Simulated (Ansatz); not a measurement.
## Mo2C monolayer: from the cell to its phonons

Aim: the vibrations of Mo2C monolayer, their spectra, and whether the structure is stable.

Main program and level: Ansatz 0.2.0; DFT PBEsol, scalar-relativistic, plane waves, PAW.

Report form: the programs' logs are mostly left out.

## (1) The structure

The cell holds 3 atoms: 1 C and 2 Mo. Its edges and angles: a = 2.950 Å, b = 2.950 Å, c = 20.000 Å, α = 90.0°, β = 90.0°, γ = 120.0°. Vacuum lies along c.

## (2) Bringing the structure to rest

The cell and atoms are relaxed, since residual forces and stress would shift the frequencies.

The program solves this slab on a cell height of its own, 28.6 Å, in place of the one typed.

File input.yaml:

```yaml
crystal:
  lattice:
    - [2.95, 0.0, 0.0]
    - [-1.475, 2.55477, 0.0]
    - [0.0, 0.0, 20.0]
  atoms:
    - { symbol: C, position: [0.0, 0.0, 0.5] }
    - { symbol: Mo, position: [0.333333, 0.666667, 0.56] }
    - { symbol: Mo, position: [0.666667, 0.333333, 0.44] }
  periodic: [true, true, false]
kpoints:
  mp_grid: { grid: [18, 18, 1] }
hamiltonian:
  xc: pbesol
scf:
  occupations: { method: gaussian, width: 0.1 }
output:
  forces: true
  stress: true
  eigenvalues: true
  write_density: true
  write_potential: true
  elf: true
  volumetric_format: npy
relax:
  adjacent_minimum: "off"
  f_tol: 0.005
  max_steps: 80
  cell: { stress_2d_tol: 0.02 }
```

Started as:

```sh
ansatz run input.yaml --threads 8 --pin off --max-ram 14336MiB --backend cpu --events-out ev --progress --plain --runs-dir out
```

Run time: 12 s. Hardware: 8 threads of Arm Neoverse V2, shared host; peak memory 0.69 GiB.

Relaxation path:

```
step  energy less that of the first step (eV)  largest force component (eV/Å)  volume (Å³)
   1                                   0.0000                          0.4075       215.55
   2                                  -0.0091                          0.0071       213.87
   3                                  -0.0100                          0.0228       214.97
   4                                  -0.0104                          0.0021       216.38
  5*                                  -0.0105                          0.0022       216.38
   6                                  -0.0105                          0.0006       216.53
  7*                                  -0.0105                          0.0006       216.53
```

Relaxation steps marked * repeat the geometry before them on a plane-wave basis chosen anew for their cell, so energy and pressure can jump there.

Forces are held to the 12 operations that the run works with; a distortion that breaks them can't arise in this run.

```csv
cell as run,before,after,change
a (Å),2.950,2.957,+0.2 %
b (Å),2.950,2.957,+0.2 %
```

The atoms that moved most (Å, along periodic axes as changes of fractional coordinates times the final cell, across vacuum about the mean position):

```csv
atom,dx,dy,dz,length
Mo3,0.000,0.000,0.031,0.031
Mo2,0.000,0.000,-0.031,0.031
```

Final coordinates:

```cif
data_structure
_symmetry_space_group_name_H-M 'P 1'
_symmetry_Int_Tables_number 1
_cell_length_a 2.9568
_cell_length_b 2.9568
_cell_length_c 28.6000
_cell_angle_alpha 90.000
_cell_angle_beta 90.000
_cell_angle_gamma 120.000
_cell_volume 216.53
loop_
_atom_site_label
_atom_site_type_symbol
_atom_site_fract_x
_atom_site_fract_y
_atom_site_fract_z
_atom_site_occupancy
C1 C 0.00000 0.00000 0.34965 1
Mo2 Mo 0.33333 0.66667 0.39054 1
Mo3 Mo 0.66667 0.33333 0.30877 1
```

Numbers from this step:

- gap on the k-mesh: 0 eV
- area per atom: 2.524 Å²

Electrostatic potential energy in the ac plane at fractional y = 0.000, with atoms of C within 0.2 Å of it. With pseudopotentials it is smooth inside the atoms' cores, unlike the true potential.

Ten even steps from '0' (-24 eV) to '9' (0 eV), each cell a mean:
```
999999999999999
999999999999999
999999999999999
999999999999999
999999999999999
999999999999999
999999999999999
999999999999999
999999999999999
999999999999999
999999999999999
999999999999999
999999999999999
999988877888999
777653100135677
000155555555100
666653100135666
999988777788999
999999999999999
999999999999999
999999999999999
999999999999999
999999999999999
999999999999999
```
Columns run along a (3.0 Å; values clipped at the 3rd and 97th percentile), rows up along c (28.6 Å). Atoms in or near the plane, at fractional coordinates: C at (0.00, 0.35).

ELF in the ac plane at fractional y = 0.000, with atoms of C within 0.2 Å of it. It is the smooth field of the valence electrons, not physical close to the nuclei.

Ten even steps from '_' (0.00) to '@' (0.71), each cell a mean:
```
______________________________
______________________________
______________________________
______________________________
______________________________
______________________________
______________________________
______________________________
______________________________
______________________________
______________________________
______________________________
----::::................::::--
%%##**++==--::::::::--==++**##
####**==----==++++==----==**##
==++%%@@%%++--------++%%@@%%++
####**==----==++++==----==**##
%%##**++==--::::::::--==++**##
------::::............::::----
______________________________
______________________________
______________________________
______________________________
______________________________
```
Columns run along a (3.0 Å), rows up along c (28.6 Å). Atoms in or near the plane, at fractional coordinates: C at (0.00, 0.35).

Valence density in the ac plane at fractional y = 0.000, with atoms of C within 0.2 Å of it. It is the smooth field of the valence electrons, not physical close to the nuclei.

Ten steps, logarithmic in the rise over the least value, from '0' (0.0 e/Å³) to '9' (1.6 e/Å³), each cell a mean:
```
000000000000000
000000000000000
000000000000000
000000000000000
000000000000000
000000000000000
000000000000000
000000000000000
000000000000000
000000000000000
000000000000000
000000000000000
000000000000000
444444444444444
777777888877777
999987777778999
777777888877777
444444555544444
111111000011111
000000000000000
000000000000000
000000000000000
000000000000000
000000000000000
```
Columns run along a (3.0 Å), rows up along c (28.6 Å). Atoms in or near the plane, at fractional coordinates: C at (0.00, 0.35).

## (3) Relaxation

The relaxation is repeated from its end on the same settings, as a check that it has come to rest.

input.yaml, the sections that differ from step 2:

```yaml
crystal:
  lattice:
    - [2.9567554202, 0.0, 0.0]
    - [-1.4783777101, 2.5606253067, 0.0]
    - [0.0, 0.0, 28.6]
  atoms:
    - { symbol: C, position: [0.0, 0.0, 0.3496503497] }
    - { symbol: Mo, position: [0.3333333333, 0.6666666667, 0.3905356959] }
    - { symbol: Mo, position: [0.6666666667, 0.3333333333, 0.3087650034] }
  periodic: [true, true, false]
# kpoints, hamiltonian, scf, output, relax: as in step 2
```

Elapsed: 4.1 s, on 8 threads; peak memory 0.68 GiB; 30 s of CPU time.

Little changed from the start: no atom moved by 0.005 Å and no cell edge by 0.1 %.

## (4) Relaxing to small forces for the phonons

Phonons need a cell at rest on their own settings, so the relaxation is repeated with tight tolerances on forces and stress on the k mesh and occupations of the first response run.

input.yaml: that of step 3 with these lines changed.

```diff
@@ -15,3 +15,3 @@
 scf:
-  occupations: { method: gaussian, width: 0.1 }
+  occupations: { method: methfessel_paxton, width: 0.15 }
 output:
@@ -26,4 +26,4 @@
   adjacent_minimum: "off"
-  f_tol: 0.005
-  max_steps: 80
-  cell: { stress_2d_tol: 0.02 }
+  f_tol: 0.001
+  max_steps: 60
+  cell: { stress_2d_tol: 0.002 }
```

The job ended after 10 s (8 threads; peak memory 0.69 GiB).

Step by step:

| step | energy less that of the first step (eV) | largest force component (eV/Å) | volume (Å³) |
| --- | --- | --- | --- |
| 1 | 0.0000 | 0.0077 | 216.53 |
| 2 | -0.0001 | 0.0086 | 216.37 |
| 3 | -0.0001 | 0.0021 | 216.04 |
| 4 | -0.0001 | 0.0010 | 216.05 |
| 5 | -0.0001 | 0.0001 | 216.06 |
| 6* | 0.0000 | 0.0000 | 216.06 |

Relaxation steps marked * repeat the geometry before them on a plane-wave basis chosen anew for their cell, so energy and pressure can jump there.

Forces are held to the 12 operations that the run works with; a distortion that breaks them can't arise in this run.

```csv
cell as run,before,after,change
a (Å),2.957,2.954,-0.1 %
b (Å),2.957,2.954,-0.1 %
```

Final coordinates:

```xyz
3
Lattice="2.9535 0.0000 0.0000 -1.4768 2.5578 0.0000 0.0000 0.0000 28.6000" Properties=species:S:1:pos:R:3
C     0.0000    0.0000   10.0000
Mo    0.0000    1.7052   11.1727
Mo    1.4768    0.8526    8.8273
```

Numbers from this step:

* area per atom: 2.518 Å²

Valence density in the ac plane at fractional y = 0.000, with atoms of C within 0.2 Å of it. It is the smooth field of the valence electrons, not physical close to the nuclei.

Ten steps, logarithmic in the rise over the least value, from '_' (0.0 e/Å³) to '@' (1.6 e/Å³), each cell a mean:
```
______________________________
______________________________
______________________________
______________________________
______________________________
______________________________
______________________________
______________________________
______________________________
______________________________
______________________________
______________________________
______________________________
==============================
############%%%%%%%%##########
@@@@@@@@%%############%%@@@@@@
############%%%%%%%%##########
============++++++++==========
............________..........
______________________________
______________________________
______________________________
______________________________
______________________________
```
Columns run along a (3.0 Å), rows up along c (28.6 Å). Atoms in or near the plane, at fractional coordinates: C at (0.00, 0.35).

ELF in the ac plane at fractional y = 0.000, with atoms of C within 0.2 Å of it. It is the smooth field of the valence electrons, not physical close to the nuclei.

Values, 24 rows by 15 columns, each cell a mean:
```
0.00 0.00 0.00 0.00 0.00 0.00 0.00 0.00 0.00 0.00 0.00 0.00 0.00 0.00 0.00
0.00 0.00 0.00 0.00 0.00 0.00 0.00 0.00 0.00 0.00 0.00 0.00 0.00 0.00 0.00
0.00 0.00 0.00 0.00 0.00 0.00 0.00 0.00 0.00 0.00 0.00 0.00 0.00 0.00 0.00
0.00 0.00 0.00 0.00 0.00 0.00 0.00 0.00 0.00 0.00 0.00 0.00 0.00 0.00 0.00
0.00 0.00 0.00 0.00 0.00 0.00 0.00 0.00 0.00 0.00 0.00 0.00 0.00 0.00 0.00
0.00 0.00 0.00 0.00 0.00 0.00 0.00 0.00 0.00 0.00 0.00 0.00 0.00 0.00 0.00
0.00 0.00 0.00 0.00 0.00 0.00 0.00 0.00 0.00 0.00 0.00 0.00 0.00 0.00 0.00
0.00 0.00 0.00 0.00 0.00 0.00 0.00 0.00 0.00 0.00 0.00 0.00 0.00 0.00 0.00
0.00 0.00 0.00 0.00 0.00 0.00 0.00 0.00 0.00 0.00 0.00 0.00 0.00 0.00 0.00
0.00 0.00 0.00 0.00 0.00 0.00 0.00 0.00 0.00 0.00 0.00 0.00 0.00 0.00 0.00
0.00 0.00 0.00 0.00 0.00 0.00 0.00 0.00 0.00 0.00 0.00 0.00 0.00 0.00 0.00
0.02 0.02 0.02 0.01 0.01 0.01 0.01 0.01 0.01 0.01 0.01 0.01 0.01 0.02 0.02
0.25 0.24 0.21 0.18 0.14 0.11 0.09 0.08 0.08 0.09 0.11 0.14 0.18 0.21 0.24
0.59 0.57 0.50 0.41 0.31 0.23 0.19 0.17 0.17 0.19 0.23 0.31 0.41 0.50 0.57
0.55 0.52 0.43 0.31 0.23 0.24 0.31 0.36 0.36 0.31 0.24 0.23 0.31 0.44 0.52
0.33 0.43 0.64 0.72 0.60 0.41 0.27 0.22 0.22 0.27 0.41 0.60 0.72 0.64 0.43
0.56 0.53 0.45 0.33 0.24 0.24 0.30 0.36 0.36 0.31 0.24 0.24 0.33 0.45 0.53
0.59 0.57 0.50 0.41 0.31 0.23 0.19 0.17 0.17 0.19 0.23 0.31 0.41 0.50 0.57
0.27 0.26 0.23 0.19 0.15 0.12 0.09 0.08 0.08 0.09 0.12 0.15 0.19 0.23 0.26
0.02 0.02 0.02 0.02 0.01 0.01 0.01 0.01 0.01 0.01 0.01 0.01 0.02 0.02 0.02
0.00 0.00 0.00 0.00 0.00 0.00 0.00 0.00 0.00 0.00 0.00 0.00 0.00 0.00 0.00
0.00 0.00 0.00 0.00 0.00 0.00 0.00 0.00 0.00 0.00 0.00 0.00 0.00 0.00 0.00
0.00 0.00 0.00 0.00 0.00 0.00 0.00 0.00 0.00 0.00 0.00 0.00 0.00 0.00 0.00
0.00 0.00 0.00 0.00 0.00 0.00 0.00 0.00 0.00 0.00 0.00 0.00 0.00 0.00 0.00
```
Columns run along a (3.0 Å), rows up along c (28.6 Å). Atoms in or near the plane, at fractional coordinates: C at (0.00, 0.35).

Electrostatic potential energy in the ac plane at fractional y = 0.000, with atoms of C within 0.2 Å of it. With pseudopotentials it is smooth inside the atoms' cores, unlike the true potential.

Ten even steps from '_' (-24 eV) to '@' (0 eV), each cell a mean:
```
@@@@@@@@@@@@@@@@@@@@@@@@@@@@@@
@@@@@@@@@@@@@@@@@@@@@@@@@@@@@@
@@@@@@@@@@@@@@@@@@@@@@@@@@@@@@
@@@@@@@@@@@@@@@@@@@@@@@@@@@@@@
@@@@@@@@@@@@@@@@@@@@@@@@@@@@@@
@@@@@@@@@@@@@@@@@@@@@@@@@@@@@@
@@@@@@@@@@@@@@@@@@@@@@@@@@@@@@
@@@@@@@@@@@@@@@@@@@@@@@@@@@@@@
@@@@@@@@@@@@@@@@@@@@@@@@@@@@@@
@@@@@@@@@@@@@@@@@@@@@@@@@@@@@@
@@@@@@@@@@@@@@@@@@@@@@@@@@@@@@
@@@@@@@@@@@@@@@@@@@@@@@@@@@@@@
@@@@@@@@@@@@@@@@@@@@@@@@@@@@@@
@@@@@@@@%%%%%%####%%%%%%@@@@@@
######**++--..____..--++**####
______..++++++++++++++++..____
********++--..____..--++******
@@@@@@@@%%%%########%%%%@@@@@@
@@@@@@@@@@@@@@@@@@@@@@@@@@@@@@
@@@@@@@@@@@@@@@@@@@@@@@@@@@@@@
@@@@@@@@@@@@@@@@@@@@@@@@@@@@@@
@@@@@@@@@@@@@@@@@@@@@@@@@@@@@@
@@@@@@@@@@@@@@@@@@@@@@@@@@@@@@
@@@@@@@@@@@@@@@@@@@@@@@@@@@@@@
```
Columns run along a (3.0 Å; values clipped at the 3rd and 97th percentile), rows up along c (28.6 Å). Atoms in or near the plane, at fractional coordinates: C at (0.00, 0.35).

The largest force component left is 0.046 meV/Å, within the tolerances set.

## (5) The dispersion

Stability and thermal properties need the whole zone. Linear response on a 6×6×1 q mesh gives force constants as far as a supercell of that size would.

File input.yaml:

```yaml
crystal:
  lattice:
    - [2.9535225041, 0.0, 0.0]
    - [-1.4767612521, 2.5578255192, 0.0]
    - [0.0, 0.0, 28.6]
  atoms:
    - { symbol: C, position: [0.0, 0.0, 0.3496503497] }
    - { symbol: Mo, position: [0.3333333333, 0.6666666667, 0.3906544774] }
    - { symbol: Mo, position: [0.6666666667, 0.3333333333, 0.308646222] }
  periodic: [true, true, false]
kpoints:
  mp_grid: { grid: [18, 18, 1] }
hamiltonian:
  xc: pbesol
scf:
  occupations: { method: methfessel_paxton, width: 0.15 }
output:
  eigenvalues: true
phonons:
  method: dfpt
  qmesh: [6, 6, 1]
  temperatures: { t_max: 1000, t_step: 50 }
  qpath:
    path:
      - [0.0, 0.0, 0.0]
      - [0.5, 0.0, 0.0]
      - [0.33333333, 0.33333333, 0.0]
      - [0.0, 0.0, 0.0]
    npoints: 10
```

Wall time 8.7 min (8 threads); peak memory 2.9 GiB.

Numbers from this step:

* sum-rule residual before enforcement: 8.20e-5 eV/Å²
* lowest frequency on the path: -9.742 cm⁻¹
* point group: -3m
* highest frequency on the path or at a solved wavevector: 700.9 cm⁻¹
* highest optical mode at the zone centre (no LO-TO term): 671.6 cm⁻¹
* lowest optical zone-centre mode: 165.4 cm⁻¹
* lowest mode on the q mesh (acoustic modes at Γ apart): 38.57 cm⁻¹

Frequencies (cm⁻¹) solved at each irreducible wavevector; negative means imaginary. Frequencies by wavevector, by row:

```csv
q in reciprocal lattice units,star,mode 1,mode 2,mode 3,mode 4,mode 5,mode 6,mode 7,mode 8,mode 9
0 0 0,1,0,0,0,165.4,165.4,221.4,647,647,671.6
0 0.1667 0,6,38.6,88.9,91.4,167.4,171.9,237,610.8,632.1,654.1
0 0.3333 0,6,113.9,134.1,136.2,181.2,184.2,241.3,644.8,649.8,658.8
0 -0.5 0,3,143.3,149.6,161.3,180.2,213.2,249.7,648.2,654.4,700.3
0.1667 0.1667 0,6,85.3,111,127.2,177.4,178.2,245.6,572.2,638,648.5
0.1667 0.3333 0,12,142.1,157.7,166.7,182.3,214.9,240.7,596.7,644.4,685.7
0.3333 0.3333 0,2,150.2,177.1,177.1,205.3,205.3,222,644.9,644.9,646.2
```

Interpolated from a 6×6×1 q mesh. Phonon branches along the path, in cm⁻¹:

```csv
point,branch 1,branch 2,branch 3,branch 4,branch 5,branch 6,branch 7,branch 8,branch 9
Γ,0,0,0,165,165,221,647,647,672
halfway,78,106,119,170,177,241,616,632,653
M,143,150,161,180,213,250,648,654,700
halfway,157,159,168,184,220,242,607,643,696
K,150,177,177,205,205,222,645,645,646
halfway,85,111,127,177,178,246,572,638,648
Γ,0,0,0,165,165,221,647,647,672
```

Tetrahedra on a 24×24×1 mesh, mean over bins of 10 cm-1. Interpolated from a 6×6×1 q mesh. Phonon density of states against wavenumber; read off at these points:

wavenumber (cm⁻¹), phonon density of states (1/cm⁻¹/cell) and a bar:
```
      -15     0.0001 
        5     0.0013 #
       35     0.0039 ##
       55     0.0056 ##
       85     0.0117 #####
      105     0.0182 #######
      135     0.0280 ###########
      155     0.0522 #####################
      175     0.0624 #########################
      185     0.0602 ########################
      205     0.0152 ######
      215     0.0336 #############
      235     0.0235 #########
      245     0.0662 ##########################
      255     0.0000 
      285     0.0000 
      305     0.0000 
      335     0.0000 
      355     0.0000 
      385     0.0000 
      405     0.0000 
      435     0.0000 
      455     0.0000 
      485     0.0000 
      505     0.0000 
      535     0.0000 
      555     0.0000 
      585     0.0089 ####
      605     0.0204 ########
      635     0.0243 ##########
      645     0.0753 ##############################
      655     0.0484 ###################
      685     0.0132 #####
      705     0.0013 #
```

(Continued in part 2 of 2.)

[Logs are printed without paths, hosts, clocks, repeated set-up lines and the standing remarks that a program may print on its own settings, such as how far it seeks lower states.]

[Hosts, paths, dates, database ids (printed as entryN), source tags and the programs' standing remarks are cut or masked in the printed files.]
